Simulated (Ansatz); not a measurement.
# From PBE to G0W0: KBr (Fm-3m)

Aim: the quasiparticle gap of KBr (Fm-3m), starting from PBE.

Method: PBE, then G0W0 on it, plane waves, PAW, in Ansatz 0.2.0.

### 1. Set-up

Symmetry: Fm-3m, No. 225, cubic system. The conventional cell has a = 6.600 Å, b = 6.600 Å, c = 6.600 Å, α = 90.00°, β = 90.00°, γ = 90.00°. K has 6 Br at 3.30 Å nearest. Nearest to Br lie 6 K at 3.30 Å. Farther neighbours and most contacts between anions are not listed.

The cell and positions come from the Crystallography Open Database and are kept as given unless a step says otherwise. The default PAW set here is soft_2. Its files were made with PBE.

### 2. Bands along the symmetry lines

Levels along a band path and on the mesh show where this functional puts the band edges.

This step: DFT, PBE, plane waves, PAW.

input.yaml

```yaml
crystal:
  lattice:
    - [0.0, 3.3, 3.3]
    - [3.3, 0.0, 3.3]
    - [3.3, 3.3, 0.0]
  atoms:
    - { symbol: K, position: [0.0, 0.0, 0.0] }
    - { symbol: Br, position: [0.5, 0.5, 0.5] }
kpoints:
  mp_grid: { grid: [6, 6, 6] }
  band_path:
    path:
      - [[0.0, 0.0, 0.0], [0.5, 0.0, 0.5], [0.625, 0.25, 0.625]]
      - [[0.375, 0.375, 0.75], [0.0, 0.0, 0.0], [0.5, 0.5, 0.5], [0.5, 0.25, 0.75], [0.5, 0.0, 0.5]]
    npoints: 10
hamiltonian:
  xc: pbe
scf:
  occupations: { method: fermi_dirac, width: 0.02 }
  n_extra_bands: 4
output:
  eigenvalues: true
  write_density: true
  write_potential: true
  elf: true
  volumetric_format: npy
```

Launch:

```
> ansatz run input.yaml --threads 3 --pin off --max-ram 92160MiB --backend cuda --events-out ev --progress --plain --runs-dir out --devices 1 --max-vram 13GiB
```

Numbers of over 12 decimals in the logs are rounded to 6 here.

What it wrote:

```text
scf.n_extra_bands = 4 over 8 filled bands (N_el = 16.0): the run solves 12 bands
GPUs: using 1 of 1 available (devices: 1).
Engine: ansatz 0.2.0, x86_64-unknown-linux-gnu
Pseudopotentials: kind: paw
Pseudopotential: K, paw, valence charge 9, recommended cutoff 420 eV (normal), K.paw.azcp
Pseudopotential: Br, paw, valence charge 7, recommended cutoff 420 eV (normal), Br.paw.azcp
Functional definition: PBE
  parameter kappa = 0.804
  parameter beta = 0.066725
  exchange = pbe_x(kappa = kappa, mu = beta*pi^2/3)
  correlation = pbe_c(beta = beta)
device memory: the entry about to start is reckoned to put 0.7 GiB on a device that reports 66.0 GiB free (of which the cap on the GPU budget leaves the run 13.0 GiB)
GPU FFT provider: cuFFT
GPU libraries: cuBLAS 13.8.2, cuFFT 12.4.0, cuSOLVER 12.3.4
Crystal: 2 atoms, lattice volume = 71.874 Å³
Basis set: ecut = 420 eV, 1411 PW (Γ)
Bands: 12, of which v1, the nominal top of the filled ones, is band 8 counted from 1 (7 counted from 0)
Symmetry: 48 space group operations
Space group: Fm-3m (ITA 225), of the structure as read, at distance tolerance 4.2e-5 Å
k-points: 16 of 216
Non-local potential: K, projectors of the file, l = 0: 3, l = 1: 2, l = 2: 2
Non-local potential: Br, projectors of the file, l = 0: 2, l = 1: 2, l = 2: 2
PAW form: soft (Blöchl's): semilocal exchange-correlation on the pseudo side does not see the compensation charge
PAW one-centre angular grid: K, 110 points (default); XC on 64 Gauss nodes
PAW one-centre angular grid: Br, 110 points (default); XC on 64 Gauss nodes
Initial density: superposition of atomic densities (neutral atoms: chi_scale 0, normalization atom), corrected by the library's trained network
Initial wavefunctions: pseudopotential atomic-orbital guess
GPU buffer pool allocated for 32768 grid points (all kernels)
GPU transforms: local potential and band sums: pruned to the plane-wave sphere, on 30×32×32
Functional: x = pbe(κ = 0.804, μ = 0.219515), c = pbe(β = 0.066725)
SCF iter   1: F=—  HF=-4324.496841 eV  |F-HF|=—  |Δ(HF+E_count)|=         —  Δρ=1.69e-4  dr2=1.12e-5  ethr=1.77e-3  ⟨swp⟩=6.4  Hψ=1298  notcnv=0
preconditioner: auto → none  [insulator: Δε(μ)=4.426 eV  Ē_g=14.771 eV  σ=0.020 eV  W_gap=1.00  n_scr=14 (ndim 8)  ℏωp=16.4 eV  f_vac=0.056  D(μ)=0.00/eV (n_scr^D=0)  ε∞_Penn≈2.2]
SCF iter   2: F=—  HF=-4324.496620 eV  |F-HF|=—  |Δ(HF+E_count)|=   2.20e-4  Δρ=2.55e-4  dr2=8.36e-5  ethr=7.03e-8  ⟨swp⟩=3.4  Hψ=642  notcnv=0
SCF iter   3: F=—  HF=-4324.496605 eV  |F-HF|=—  |Δ(HF+E_count)|=   1.59e-5  Δρ=1.44e-4  dr2=2.51e-5  ethr=7.03e-8  ⟨swp⟩=2.0  Hψ=304  notcnv=0
SCF iter   4: F=—  HF=-4324.496606 eV  |F-HF|=—  |Δ(HF+E_count)|=   1.89e-6  Δρ=3.69e-5  dr2=1.62e-6  ethr=7.03e-8  ⟨swp⟩=2.0  Hψ=304  notcnv=0
SCF iter   5: F=—  HF=-4324.496606 eV  |F-HF|=—  |Δ(HF+E_count)|=   3.20e-7  Δρ=1.60e-5  dr2=3.14e-7  ethr=1.01e-8  ⟨swp⟩=2.0  Hψ=238  notcnv=0
SCF iter   6: F=-4324.496606 eV  HF=-4324.496606 eV  |F-HF|=6.13e-8  |Δ(HF+E_count)|=   9.24e-8  Δρ=7.62e-6  dr2=7.37e-8  ethr=6.25e-10  ⟨swp⟩=1.0  Hψ=526  notcnv=0
SCF 1 converged in 6 iterations: F = -4324.496606 eV  dr2 = 7.37e-8
  greatest PAW one-centre occupation: 0.987 electrons in one spin orbital (limit 2), on the K atom at site 0 (counted from 0), in its partial waves of l = 0
device memory: the entry about to start is reckoned to put 1.0 GiB on a device that reports 64.5 GiB free (of which the cap on the GPU budget leaves the run 13.0 GiB)
NSCF: frozen V_eff on 62 k-points, pencils in batches of 32, up to order 56
SCF converged after 6 iterations
Free energy (F): -4324.496606 eV
Harris-Foulkes:  -4324.496606 eV  (|F-HF|=6.13e-8)
Internal energy: -4324.496606 eV  (E = F + TS)
E sigma→0 (E₀):  -4324.496606 eV
Fermi energy:    3.298836 eV
--- Per-component energies (eV) ---
  E_band       = -133.512535
  E_kinetic    = 388.473532
  E_local      = -838.837861  (includes V_loc(G=0)·N_el)
  E_nonlocal   = 82.864901
  E_hartree    = 272.000585
  E_xc         = -400.626087
  E_vxc        = -269.646362  (∫ρ·V_xc dr)
  E_paw        = -3028.385826  (= ΣΔE_a)
  E_vpaw       = -40.364717  (= ΣTr[D̂ρ^β])
  E_aug_tail   = -0.000004  (compensation charges beyond the density's cutoff)
  E_ewald      = -799.985846
  E_smearing   = -0.000000  (= −TS)
  E_closure    = 0.000000  (closes the sum)
  Σ components = -4324.496606   (vs F -4324.496606, Δ=0.00e0)
--- Band table (eV; the first three rows and the last of 16) ---
  k-point 0: bands = [... 4 lower, -10.1841, 1.0689, 1.0689, 1.0689, 5.5046, 8.6735, 8.6735, 8.6735]
  k-point 1: bands = [... 4 lower, -10.1156, 0.7036, 0.9803, 0.9803, 6.1605, 8.5336, 8.9963, 8.9963]
  k-point 2: bands = [... 4 lower, -9.9925, 0.1311, 0.8139, 0.8139, 7.2681, 8.7874, 9.8578, 9.8578]
  k-point 15: bands = [... 4 lower, -10.1192, 0.3623, 0.5928, 0.6211, 7.6652, 8.9937, 9.3619, 10.2985]
```

It took 9.4 s on 1 × NVIDIA H100 80GB HBM3 (shared by 6 runs) with 3 threads of AMD EPYC 7R13 (Zen 3), shared host; peak memory 0.91 GiB; 2.8 s of CPU time.

In the SCF lines HF is the Harris–Foulkes energy and dr2 the Hartree energy of the density residual, in eV; the loop may stop once dr2 is under the threshold and the program's other checks hold. Hψ counts applications of the Hamiltonian.

Numbers from this step:

* filled bands: 8
* gap: 4.436 eV
* valence top at: Γ
* conduction bottom at: Γ
* least direct gap: 4.436 eV

Over mesh and path the gap is 4.436 eV, direct, at k = Γ.

The electronic bands at the labelled points (eV, zero at the top of the highest nominally filled band; v1 is the highest filled band, c1 the lowest empty one):

| point | v4 | v3 | v2 | v1 | c1 | c2 | c3 | c4 |
| --- | --- | --- | --- | --- | --- | --- | --- | --- |
| Γ | -11.25 | 0.00 | 0.00 | 0.00 | 4.44 | 7.60 | 7.60 | 7.60 |
| halfway | -11.17 | -0.71 | -0.16 | -0.16 | 5.90 | 6.53 | 8.84 | 9.04 |
| X | -11.29 | -0.81 | -0.29 | -0.29 | 5.87 | 7.20 | 9.35 | 9.51 |
| halfway | -11.25 | -0.78 | -0.40 | -0.30 | 6.07 | 7.46 | 9.12 | 9.51 |
| U | -11.18 | -0.69 | -0.64 | -0.33 | 6.59 | 8.16 | 8.46 | 9.16 |
| jump to K | -11.18 | -0.69 | -0.64 | -0.33 | 6.59 | 8.16 | 8.46 | 9.16 |
| halfway | -11.10 | -0.78 | -0.25 | -0.24 | 6.16 | 7.28 | 8.38 | 8.88 |
| Γ | -11.25 | 0.00 | 0.00 | 0.00 | 4.44 | 7.60 | 7.60 | 7.60 |
| halfway | -11.12 | -0.67 | -0.17 | -0.17 | 5.69 | 7.49 | 8.30 | 8.30 |
| L | -11.00 | -1.18 | -0.33 | -0.33 | 6.59 | 8.23 | 9.74 | 9.74 |
| halfway | -11.09 | -0.96 | -0.47 | -0.36 | 7.01 | 7.80 | 8.89 | 9.30 |
| W | -11.16 | -0.59 | -0.59 | -0.54 | 7.39 | 7.39 | 8.26 | 8.99 |
| halfway | -11.22 | -0.75 | -0.41 | -0.38 | 6.29 | 7.66 | 8.73 | 9.39 |
| X | -11.29 | -0.81 | -0.29 | -0.29 | 5.87 | 7.20 | 9.35 | 9.51 |

The electronic bands as a text plot (rows in eV, shown from -8.0 to 7.6 only):

```
    7.3 |++++     ++++++    ++++++++++++++++++        ++++++  +++
    6.6 |    +++ +       +++   +               +++++++      ++
    6.0 |      ++++++++++       ++          +++               +++
    5.3 |   +++                   ++       +
    4.7 |+++                        +++++++
    4.0 |
    3.4 |
    2.7 |
    2.1 |
    1.4 |
    0.8 |
    0.1 |*******                 ************
   -0.5 |  **************************     ***********************
   -1.2 |                   ****              **********
   -1.8 |
   -2.5 |
   -3.1 |
   -3.8 |
   -4.4 |
   -5.1 |
   -5.7 |
   -6.4 |
   -7.0 |
   -7.7 |
         Γ           X  U|K            Γ         L        W     X
```

Valence density in the ac plane of the conventional cell at fractional y = 0.000, with atoms of K and Br within 0.2 Å of it. It is the smooth field of the valence electrons, not physical close to the nuclei.

Ten even steps from '0' (0.0 e/Å³) to '9' (4.1 e/Å³), each cell a mean:
```
962000121121000048
530000012221000014
100000001110000000
000000000000000000
000000000000000000
000000000000000000
210000002210000011
221000036741000122
022000159972000121
121000048962000121
221000014530000012
110000000100000001
000000000000000000
000000000000000000
000000000000000000
210000011210000002
741000122221000036
972000121022000159
```
Columns run along a (6.6 Å), rows up along c (6.6 Å), edges of the conventional cell, whose origin can differ from the input's. Atoms in or near the plane, at fractional coordinates: K at (0.00, 0.00), K at (0.50, 0.50), Br at (0.50, 0.00), Br at (0.00, 0.50).

ELF in the ac plane of the conventional cell at fractional y = 0.000, with atoms of K and Br within 0.2 Å of it. It is the smooth field of the valence electrons, not physical close to the nuclei.

Ten even steps from '_' (0.01) to '@' (0.86), each cell a mean:
```
%%@@%%::..##@@%%::..**@@@@--__**@@@@
@@@@**....**@@@@%%%%@@@@%%::__==%%@@
**++::____==%%@@@@@@@@%%**..__..==**
..________..==**####**++--__________
----::..______........________..::--
@@%%##==..____..::--::______--**%%@@
@@@@@@##::__::**%%@@##==____++%%@@@@
==%%@@%%--__++@@@@@@@@##::..**@@@@**
__==@@@@--..**@@%%##@@@@--..##@@%%..
..**@@@@--__**@@@@%%@@%%::..##@@%%::
%%@@@@%%::__==%%@@@@@@**....**@@@@%%
@@@@%%**..__..==****++::____==%%@@@@
##**++--__________..________..==**##
....________..::------::..______....
--::______--**%%@@@@%%##==..____..::
@@##==____++%%@@@@@@@@@@##::__::**%%
@@@@##::..**@@@@**==%%@@%%--__++@@@@
##@@@@--..##@@%%..__==@@@@--..**@@%%
```
Columns run along a (6.6 Å), rows up along c (6.6 Å), edges of the conventional cell, whose origin can differ from the input's. Atoms in or near the plane, at fractional coordinates: K at (0.00, 0.00), K at (0.50, 0.50), Br at (0.50, 0.00), Br at (0.00, 0.50).

### 3. The quasiparticle correction

G0W0 replaces the xc potential by a self-energy built once from the orbitals of the start. Levels are corrected in the window of bands that the input names, at points of the mesh.

This step: G0W0 on PBE, plane waves, PAW.

input.yaml, the sections that differ from step 2:

```yaml
kpoints:
  mp_grid: { grid: [4, 4, 4] }
scf:
  occupations: { method: fixed }
gw:
  n_empty_bands: 461
  ecut_chi: 200.0
  qp_bands: [v2, c2]
  qp_kpoints: band_edges
  screening: { model: contour_deformation }
# crystal, hamiltonian: as in step 2
# output: removed
```

What it wrote:

```text
GPUs: using 1 of 1 available (devices: 1).
[...]
GPU FFT provider: cuFFT
GPU libraries: cuBLAS 13.8.2, cuFFT 12.4.0, cuSOLVER 12.3.4
Crystal: 2 atoms, lattice volume = 71.874 Å³
Basis set: ecut = 420 eV, 1411 PW (Γ)
Bands: 12, of which v1, the nominal top of the filled ones, is band 8 counted from 1 (7 counted from 0)
Symmetry: 48 space group operations
[...]
k-points: 8 of 64
[...]
GPU buffer pool allocated for 32768 grid points (all kernels)
[...]
SCF iter   1: F=—  HF=-4324.496265 eV  |F-HF|=—  |Δ(HF+E_count)|=         —  Δρ=1.75e-4  dr2=1.22e-5  ethr=1.77e-3  ⟨swp⟩=5.2  Hψ=526  notcnv=0  defer=13
[...]
SCF iter   6: F=-4324.496178 eV  HF=-4324.496178 eV  |F-HF|=1.43e-8  |Δ(HF+E_count)|=   5.30e-8  Δρ=3.82e-6  dr2=1.70e-8  ethr=6.25e-10  ⟨swp⟩=6.6  Hψ=410  notcnv=0
SCF 1 converged in 6 iterations: F = -4324.496178 eV  dr2 = 1.70e-8
[...]
NSCF: frozen V_eff on 8 k-points
the band table was solved once the SCF had ended and its energy, with any forces and stress, was formed, with the checks that follow a solve (680 applications of the Hamiltonian). They found nothing against the state; the energy, forces and stress were not computed again (output.eigenvalues in the input reference)
[...]
G₀W₀ screening: q 1/8
[... further progress lines ...]
[...]
SCF converged after 6 iterations
Free energy (F): -4324.496178 eV
[...]
Internal energy: -4324.496178 eV  (E = F + TS)
E sigma→0 (E₀):  -4324.496178 eV
Fermi energy:    1.069751 eV
[...]
--- Band table (eV; the first three rows and the last of 8) ---
  k-point 0: bands = [... 4 lower, -10.1843, 1.0698, 1.0698, 1.0698, 5.5050, 8.6736, 8.6736, 8.6736]
  k-point 1: bands = [... 4 lower, -10.0522, 0.3989, 0.8962, 0.8962, 6.7570, 8.5566, 9.3724, 9.3724]
  k-point 2: bands = [... 4 lower, -9.9357, -0.1081, 0.7362, 0.7362, 7.6587, 9.3032, 10.8050, 10.8050]
  k-point 7: bands = [... 4 lower, -10.0884, 0.4832, 0.4832, 0.5329, 8.4558, 8.4558, 9.3300, 10.0633]
--- G₀W₀: contour deformation, 6 samples at zero and on the imaginary axis and 2 off it, 64 q-points, 461 empty bands' worth ---
  eigenvalues of the whole cell's RPA ε∞ on this k-mesh (on a slab, of 1 + 4πα/V) = 2.3638, 2.3638, 2.3638; static W/v taken at q = 0 is 0.423048
  bands read: the sum over 469 bands ends inside a degenerate multiplet in 1 slot, whose members it reads at an even weight; the widest, k=2: bands 469 to 470 (counted from 1) at 1/2 each
  gw.qp_kpoints: band_edges: 8 of 8 stored k-points solved, in 1 pass; an edge of the gap read off the rows below is read off those points alone
    ik  band        ε_KS         Σx   Σc(E_QP)       V_xc       Z   E_QP_lin       E_QP  E_QP is
     0     7      1.0698   -19.4660     1.8502   -15.5675  0.8022    -1.0376    -0.9785  root
     0     8      1.0698   -19.4660     1.8502   -15.5675  0.8022    -1.0376    -0.9785  root
     0     9      5.5050    -4.2690    -3.0270    -7.8620  0.8592     6.0736     6.0710  root
     0    10      8.6736    -4.0613    -3.4353    -8.7418  0.8488     9.9352     9.9189  root
     1     7      0.8962   -19.1441     1.8819   -15.2047  0.8013    -1.2230    -1.1613  root
     1     8      0.8962   -19.1441     1.8819   -15.2047  0.8013    -1.2230    -1.1613  root
     1     9      6.7570    -4.8953    -3.1218    -8.6363  0.8520     7.3796     7.3762  root
     1    10      8.5566    -4.2302    -3.3657    -8.5939  0.8454     9.5655     9.5546  root
     2     7      0.7362   -18.8863     1.9185   -14.8992  0.8003    -1.3969    -1.3324  root
     2     8      0.7362   -18.8863     1.9185   -14.8992  0.8003    -1.3969    -1.3324  root
     2     9      7.6587    -3.7575    -3.0745    -7.4140  0.8529     8.2440     8.2407  root
     2    10      9.3032    -5.6959    -3.6475   -10.3870  0.8295    10.3616    10.3467  root
     3     7      0.9078   -19.2360     1.8885   -15.2794  0.8016    -1.2223    -1.1602  root
     3     8      0.9078   -19.2360     1.8885   -15.2794  0.8016    -1.2223    -1.1602  root
     3     9      6.9709    -4.9582    -3.2007    -8.8629  0.8511     7.6794     7.6749  root
     3    10      7.6016    -3.4104    -3.1850    -7.5307  0.8541     8.5453     8.5369  root
     4     7      0.6073   -18.7333     1.9519   -14.6876  0.8002    -1.5541    -1.4865  root
     4     8      0.7602   -19.0127     1.9236   -15.0109  0.8006    -1.3829    -1.3181  root
     4     9      7.7249    -3.7340    -3.1745    -7.7379  0.8520     8.5609     8.5542  root
     4    10      8.6410    -5.0573    -3.4214    -9.3377  0.8410     9.5083     9.5000  root
     5     7      0.6674   -18.8161     1.9359   -14.7877  0.8010    -1.4915    -1.4251  root
     5     8      0.7483   -18.9241     1.9174   -14.9381  0.8003    -1.3847    -1.3203  root
     5     9      7.9611    -4.9465    -3.2793    -8.9625  0.8455     8.7035     8.6979  root
     5    10      8.5337    -4.2013    -3.3172    -8.4222  0.8448     9.4463     9.4373  root
     6     7      0.7846   -19.1414     1.9295   -15.1236  0.8009    -1.3686    -1.3036  root
     6     8      0.7846   -19.1414     1.9295   -15.1236  0.8009    -1.3686    -1.3036  root
     6     9      6.9357    -3.2571    -3.0595    -7.1448  0.8572     7.7700     7.7639  root
     6    10      8.2706    -4.3493    -3.3580    -8.5692  0.8518     9.1395     9.1325  root
     7     7      0.4832   -18.6170     1.9898   -14.5097  0.8000    -1.7051    -1.6343  root
     7     8      0.5329   -18.5711     1.9615   -14.5149  0.7993    -1.6309    -1.5618  root
     7     9      8.4558    -4.2249    -3.3191    -8.4629  0.8450     9.3840     9.3747  root
     7    10      8.4558    -4.2249    -3.3191    -8.4629  0.8450     9.3840     9.3747  root
```

The job ended after 17 s (1 × NVIDIA H100 80GB HBM3 (shared by 6 runs) with 3 threads; peak memory 1.4 GiB; 12 s of CPU time).

This step gave:

```yaml
bands_summed: 469
rpa_eps_infinity_on_this_mesh_eigenvalues: 2.364, 2.364, 2.364
plane_waves_in_the_screening_matrix: 459
q_points_in_the_mesh: 64
g0w0_gap_over_the_corrected_points: 7.050 eV
k_of_the_valence_top: 0, 0, 0
k_of_the_conduction_bottom: 0, 0, 0
starting_gap_on_the_mesh: 4.435 eV
z_at_the_valence_top: 0.8022
z_at_the_conduction_bottom: 0.8592
least_direct_g0w0_gap_over_the_corrected_points: 7.050 eV
```

Over all 8 irreducible mesh points the G0W0 gap is 7.050 eV, direct, at k = Γ. The PBE gap of this run on the mesh is 4.435 eV. The two states that bound the G0W0 gap lie that far apart at the start, so the correction of the gap is 7.050 − 4.435 = +2.615 eV. The start of this run differs from the step before in mesh (6×6×6 and 4×4×4).

Labels follow the order of the start: v1 is the top filled band, c1 the lowest empty one; levels that stay degenerate share a row, the window can cut a multiplet, doubted levels are not marked in this list, bands outside the window were not corrected, and the list may be a part of the corrected levels. The levels before and after the correction (eV, zero at the valence-band top of each column):

|  | conduction bottom | valence top |
| --- | --- | --- |
| Kohn-Sham | 4.44 | 0.00 |
| G0W0 | 7.05 | 0.00 |

|  | level | occupation | energy (eV) |
| --- | --- | --- | --- |
| Kohn-Sham | Γ v2-v1 | 2 | 0.000 |
| Kohn-Sham | Γ c1 | 0 | 4.435 |
| Kohn-Sham | Γ c2 | 0 | 7.604 |
| G0W0 | Γ v2-v1 | 2 | 0.000 |
| G0W0 | Γ c1 | 0 | 7.050 |
| G0W0 | Γ c2 | 0 | 10.897 |

The parts of the quasiparticle energy for the two states that bound the G0W0 gap, in eV on the run's own scale (QP = start + Σx + Σc − Vxc, with Σc at the quasiparticle energy):

| edge | k | band | start | Σx | Σc | Vxc | Z | QP |
| --- | --- | --- | --- | --- | --- | --- | --- | --- |
| valence top | Γ | 7 | 1.070 | −19.466 | 1.850 | −15.568 | 0.802 | −0.979 |
| conduction bottom | Γ | 9 | 5.505 | −4.269 | −3.027 | −7.862 | 0.859 | 6.071 |

[end of part 1 of 2]

[Paths, hosts, dates, memory and timing lines, banners, echoed tables and standing remarks are left out of the program output.]

[Logs are printed without paths, hosts, clocks, repeated set-up lines and the standing remarks that a program may print on its own settings, such as how far it seeks lower states.]

[Runs of the session that timed out or met a known fault of the program may be left out.]

[Cells called generated may have been cut or substituted from an entry of the Crystallography Open Database or the Materials Project.]

[Hosts, paths, dates, database ids (printed as entryN), source tags and the programs' standing remarks are cut or masked in the printed files.]

[Where an RPA ε∞ is given, it is that of the G0W0 mesh and is not shown converged in it. Names of k-points follow the symmetry that the program found, which can be lower than the space group named. Band edges on a path are those of the sampled points; other points can move an edge, and change direct to indirect where valleys lie close.]

[Hybrid gaps are those of their k-mesh and are not shown converged in it.]
